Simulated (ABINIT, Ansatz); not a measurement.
# GaBiSe3 (Pm-3m): zone-centre phonons, part 4 of 4

Wanted: the vibrations of GaBiSe3 (Pm-3m) at Γ, by two programs.

ABINIT 10.8.3; DFT LDA, scalar-relativistic, plane waves, HGH norm-conserving pseudopotentials.

So far. Step 7 (Zone-centre response): The acoustic modes at Γ come out as far as 3.1 cm⁻¹ from zero, where they should vanish, a small numerical error. The lowest optical mode is imaginary, 97i cm⁻¹, an instability at this level and on this k mesh. Step 8 (Zone-centre analysis): The rule also moves an optical mode by 0.3 cm⁻¹.

The structure was built from a prototype and need not be the compound's stable phase.

## Step 9: The same in Ansatz

The same cell goes through another code, with its own cutoff. The potentials differ.

This step: DFT LDA, scalar-relativistic, plane waves, PseudoDojo norm-conserving pseudopotentials (Ansatz 0.2.0).

input.yaml

```yaml
crystal:
  lattice:
    - [4.8442359955, 0.0, 0.0]
    - [0.0, 4.8442359955, 0.0]
    - [0.0, 0.0, 4.8442359955]
  atoms:
    - { symbol: Bi, position: [0.0, 0.0, 0.0] }
    - { symbol: Ga, position: [0.5, 0.5, 0.5] }
    - { symbol: Se, position: [0.5, 0.5, 0.0] }
    - { symbol: Se, position: [0.5, 0.0, 0.5] }
    - { symbol: Se, position: [0.0, 0.5, 0.5] }
kpoints:
  mp_grid: { grid: [6, 6, 6] }
hamiltonian:
  xc: lda
  pseudopotentials: { kind: nc, accuracy: standard }
scf:
  occupations: { method: fermi_dirac, width: 0.27211 }
output:
  eigenvalues: true
phonons:
  method: dfpt
```

On the command line:

```
ansatz run input.yaml --threads 4 --pin off --max-ram 8192MiB --backend cpu --events-out ev --progress --plain --runs-dir out
```

The program printed:

```text
band count auto-derived: 49 (N_el = 76.0; filled up to band 38; 46 by the electrons, moments and atoms)
zone centre: on kpoints.mp_grid the ground state, and the responses unless they are solved on pairs of k-points, stand on 64 of the mesh's 216 k-points, reduced under 8 symmetry operations, with k and −k counted as one. Each operation leaves every solved displacement unchanged or reverses it
Engine: ansatz 0.2.0, aarch64-unknown-linux-gnu
Pseudopotentials: kind: nc
Pseudopotential: Bi, nc, valence charge 15, recommended cutoff 952.398519 eV (normal), Bi.nc.azcp (PseudoDojo's, or run here from an input of PseudoDojo's; its table is named by hamiltonian.pseudopotentials.accuracy)
Pseudopotential: Ga, nc, valence charge 13, recommended cutoff 1088.45545 eV (normal), Ga.nc.azcp (PseudoDojo's, or run here from an input of PseudoDojo's; its table is named by hamiltonian.pseudopotentials.accuracy)
Pseudopotential: Se, nc, valence charge 16, recommended cutoff 1170.089609 eV (normal), Se.nc.azcp (PseudoDojo's, or run here from an input of PseudoDojo's; its table is named by hamiltonian.pseudopotentials.accuracy)
Functional definition: SPW92
  exchange = slater_x
  correlation = pw_c
Crystal: 5 atoms, lattice volume = 113.678 Å³
Basis set: ecut = 1170.089609 eV, 10395 PW (Γ), exchange–correlation on 120×120×120 points (8 copies of the dense FFT grid, shifted against one another)
Bands: 49, of which v1, the nominal top of the filled ones, is band 38 counted from 1 (37 counted from 0)
Symmetry: 48 space group operations
k-points: 64 of 216 (irreducible under 8 space group operations)
Non-local potential: Bi, projectors of the file, l = 0: 2, l = 1: 2, l = 2: 2, l = 3: 2
Non-local potential: Ga, projectors of the file, l = 0: 2, l = 1: 2, l = 2: 2
Non-local potential: Se, projectors of the file, l = 0: 2, l = 1: 2, l = 2: 2
Initial density: superposition of atomic densities (chi_scale 0.1, normalization cell, long waves kept (reshape's long-wave potential 0.00 eV rms))
Initial wavefunctions: pseudopotential atomic-orbital guess
Functional: x = slater, c = lda
SCF iter   1: F=—  HF=-14193.842202 eV  |F-HF|=—  |Δ(HF+E_count)|=         —  Δρ=3.77e-2  dr2=2.02e0  ethr=3.10e-3  ⟨swp⟩=8.1  Hψ=13062  notcnv=0  defer=1
preconditioner: auto → Kerker (q_TF=auto, 2.551 Å⁻¹)  [metal: Δε(μ)=0.039 eV  Ē_g=17.469 eV  σ=0.272 eV  W_gap=0.04  n_scr=26 (ndim 8)  ℏωp=23.6 eV  f_vac=0.000  D(μ)=2.92/eV (n_scr^D=18)]
SCF iter   2: F=—  HF=-14193.302154 eV  |F-HF|=—  |Δ(HF+E_count)|=   5.40e-1  Δρ=1.96e-2  dr2=7.29e-1  ethr=2.66e-3  ⟨swp⟩=1.8  Hψ=3711  notcnv=0  defer=1
SCF iter   3: F=—  HF=-14193.057053 eV  |F-HF|=—  |Δ(HF+E_count)|=   2.45e-1  Δρ=3.82e-3  dr2=2.73e-2  ethr=9.59e-4  ⟨swp⟩=2.1  Hψ=4854  notcnv=0  defer=1
SCF iter   4: F=—  HF=-14193.053079 eV  |F-HF|=—  |Δ(HF+E_count)|=   3.97e-3  Δρ=1.22e-3  dr2=1.75e-3  ethr=3.60e-5  ⟨swp⟩=2.1  Hψ=4108  notcnv=0  defer=3
SCF iter   5: F=—  HF=-14193.052771 eV  |F-HF|=—  |Δ(HF+E_count)|=   3.08e-4  Δρ=3.72e-4  dr2=1.39e-4  ethr=2.31e-6  ⟨swp⟩=2.0  Hψ=4292  notcnv=0  defer=3
SCF iter   6: F=—  HF=-14193.052750 eV  |F-HF|=—  |Δ(HF+E_count)|=   2.10e-5  Δρ=1.02e-4  dr2=1.41e-5  ethr=1.83e-7  ⟨swp⟩=2.0  Hψ=3590  notcnv=0  defer=3
SCF iter   7: F=—  HF=-14193.052734 eV  |F-HF|=—  |Δ(HF+E_count)|=   1.57e-5  Δρ=2.61e-5  dr2=7.20e-7  ethr=1.86e-8  ⟨swp⟩=2.2  Hψ=4628  notcnv=0  defer=3
SCF iter   8: F=—  HF=-14193.052500 eV  |F-HF|=—  |Δ(HF+E_count)|=   2.34e-4  Δρ=6.44e-6  dr2=3.32e-8  ethr=9.47e-10  ⟨swp⟩=2.3  Hψ=5018  notcnv=0  defer=3
SCF iter   9: F=—  HF=-14193.052500 eV  |F-HF|=—  |Δ(HF+E_count)|=   7.04e-9  Δρ=1.19e-6  dr2=1.07e-9  ethr=4.37e-11  ⟨swp⟩=2.2  Hψ=4566  notcnv=0  defer=3
SCF iter  10: F=—  HF=-14193.052500 eV  |F-HF|=—  |Δ(HF+E_count)|=  3.27e-11  Δρ=1.74e-7  dr2=2.58e-11  ethr=1.40e-12  ⟨swp⟩=2.3  Hψ=5133  notcnv=0  defer=3
SCF iter  11: F=-14193.052500 eV  HF=-14193.052500 eV  |F-HF|=1.82e-12  |Δ(HF+E_count)|=    0.00e0  Δρ=3.98e-8  dr2=1.78e-12  ethr=1.00e-12  ⟨swp⟩=9.9  Hψ=16902  notcnv=0
SCF 1 converged in 11 iterations: F = -14193.052500 eV  dr2 = 1.78e-12
DFPT response loops at Γ: preconditioner auto → Kerker (q_TF=auto, 2.551 Å⁻¹) (partly filled bands, converged f_vac=0.000); β = 1.00, the filter's whole step (`scf.mixing.beta` (0.50) is not read by the response loops under this deck's `scf.mixing.preconditioner`; to damp them name `kerker` or `kerker_dos`, under which they read `scf.mixing.beta`, and type it under 1.00, their step now; both keys bind the ground state too); Broyden in place of MSR1
SCF converged after 11 iterations
Free energy (F): -14193.052500 eV
Harris-Foulkes:  -14193.052500 eV  (|F-HF|=1.82e-12)
Internal energy: -14192.336679 eV  (E = F + TS)
E sigma→0 (E₀):  -14192.694590 eV
Entropy (-TS):   -0.715821 eV (-143.164 meV/atom)
Fermi energy:    10.647203 eV
--- Per-component energies (eV) ---
  E_band       = -1159.891923
  E_kinetic    = 9165.508998
  E_local      = -10463.034693  (includes V_loc(G=0)·N_el)
  E_nonlocal   = -5609.016334
  E_hartree    = 3918.123398
  E_xc         = -3084.444064
  E_vxc        = -2089.596758  (∫ρ·V_xc dr)
  E_ewald      = -8119.473984
  E_smearing   = -0.715821  (= −TS)
  E_closure    = -0.000000  (closes the sum)
  Σ components = -14193.052500   (vs F -14193.052500, Δ=0.00e0)
--- Band table (eV; the first three rows and the last of 64) ---
  k-point 0: bands = [... 34 lower, 8.9722, 8.9722, 9.4269, 9.4269, 9.4269, 13.3523, 13.3523, 13.3523, ... 7 higher]
  k-point 1: bands = [... 34 lower, 8.7237, 9.2245, 9.3973, 9.3973, 10.2542, 12.5150, 13.0138, 13.0138, ... 7 higher]
  k-point 2: bands = [... 34 lower, 8.0313, 8.8777, 9.6088, 9.6088, 11.0324, 12.0784, 12.3945, 12.3945, ... 7 higher]
  k-point 63: bands = [... 34 lower, 10.2049, 11.1222, 11.1222, 11.1222, 13.4165, 13.4165, 13.4165, 14.1525, ... 7 higher]
--- Phonons (Γ-DFPT): 4 representative perturbations + reference, on 64 of 216 k-points (Σ response iterations 13) ---
  k mesh reduced under 8 symmetry operations, with k and −k counted as one. Each operation leaves every solved displacement unchanged or reverses it
  ASR residual: 2.304e-4 → 0.000e0 eV/Å²; symmetrization residual: 1.082e-4 eV/Å²
  ASR residual per site (eV/Å²): 2.30e-4 2.26e-4 2.26e-4 2.26e-4 2.26e-4
  Γ frequencies (cm⁻¹): -97.32 -97.32 -97.32 -80.23 -80.23 -80.23 0.00 0.00 0.00 9.19 9.19 9.19 266.63 266.63 266.63
  non-analytic LO–TO correction: not included (Born effective charges unavailable; polar crystals: no LO–TO splitting at Γ)
```

Run time: 3.8 min. Hardware: 4 threads of Arm Neoverse V1, shared host; peak memory 4 GiB.

Numbers from this step:

```
sum-rule residual before enforcement             : 2.30e-4 eV/Å²
highest optical zone-centre mode (no LO-TO term) : 266.6 cm⁻¹
lowest optical zone-centre mode                  : -97.32 cm⁻¹
```

## Step 10: The two compared: ABINIT HGH and Ansatz, PseudoDojo

Numbers from this step:

| Property | Result |
| --- | --- |
| root-mean-square difference | 18.76 cm⁻¹ |
| largest difference | 32.83 cm⁻¹ |

Optical modes, paired by symmetry label. Frequencies side by side, by row:

| q (reciprocal lattice) | mode | ABINIT HGH (cm⁻¹) | Ansatz, PseudoDojo (cm⁻¹) |
| --- | --- | --- | --- |
| 0 0 0 | 1 | -96.6 | -97.32 |
| 0 0 0 | 2 | -96.6 | -97.32 |
| 0 0 0 | 3 | -96.6 | -97.32 |
| 0 0 0 | 4 | -76.7 | -80.23 |
| 0 0 0 | 5 | -76.7 | -80.23 |
| 0 0 0 | 6 | -76.7 | -80.23 |
| 0 0 0 | 7 | -8.6 | 9.19 |
| 0 0 0 | 8 | -8.6 | 9.19 |
| 0 0 0 | 9 | -8.6 | 9.19 |
| 0 0 0 | 13 | 233.8 | 266.6 |
| 0 0 0 | 14 | 233.8 | 266.6 |
| 0 0 0 | 15 | 233.8 | 266.6 |

At the zone centre the largest difference (acoustic modes at Γ apart) is 14 % of the highest mode.

## Step 11: Outcome

```
space group after relaxation                                           : Pm-3m
volume per atom                                                        : 22.7 Å³
highest optical zone-centre mode (no LO-TO term)                       : 233.8 cm⁻¹
lowest optical zone-centre mode                                        : -96.6 cm⁻¹
imaginary optical modes at the zone centre (no q mesh in this session) : yes
largest difference from Ansatz, PseudoDojo                             : 32.8 cm⁻¹
```

What this shows: At the LDA level the optical modes of GaBiSe3 (Pm-3m) at the zone centre run from 97i to 234 cm⁻¹, so the structure is a saddle point, with 6 modes beyond 10i cm⁻¹ there. On other potentials, and in a cell that was not relaxed for them, the second run differs strongly on some modes. The base run prints -1.1 GPa, mostly the error of a finite basis; the relaxation, with a smoothed and higher cutoff, had brought the cell to rest. ABINIT HGH and Ansatz, PseudoDojo differ by 18.8 cm⁻¹ in the root mean square and by 32.8 cm⁻¹ at most, 14.0 % of the highest mode compared (acoustic modes at Γ left out); the two use different potentials, and the cell was not relaxed for the second set. These are harmonic frequencies: anharmonic shifts and widths and the lattice's thermal expansion are left out. The Fermi-Dirac smearing of 0.01 Ha is an electronic temperature of 3158 K, which adds a pressure of its own and can shift the volume and soft modes. Spin-orbit coupling is left out, which can matter for the heavy elements here. The HGH files keep few electrons and have no core correction, which is cheap but rough for Bi and Ga. In a metal the frequencies hang on the k mesh and the smearing, most of all near Kohn anomalies. The structure is a hypothetical one, built on a prototype.

[Host names and launcher messages were left out of these logs when they were recorded.]

[Logs are printed without paths, hosts, clocks, repeated set-up lines and the standing remarks that a program may print on its own settings, such as how far it seeks lower states.]

[Hosts, paths, dates, database ids (printed as entryN), source tags and the programs' standing remarks are cut or masked in the printed files.]
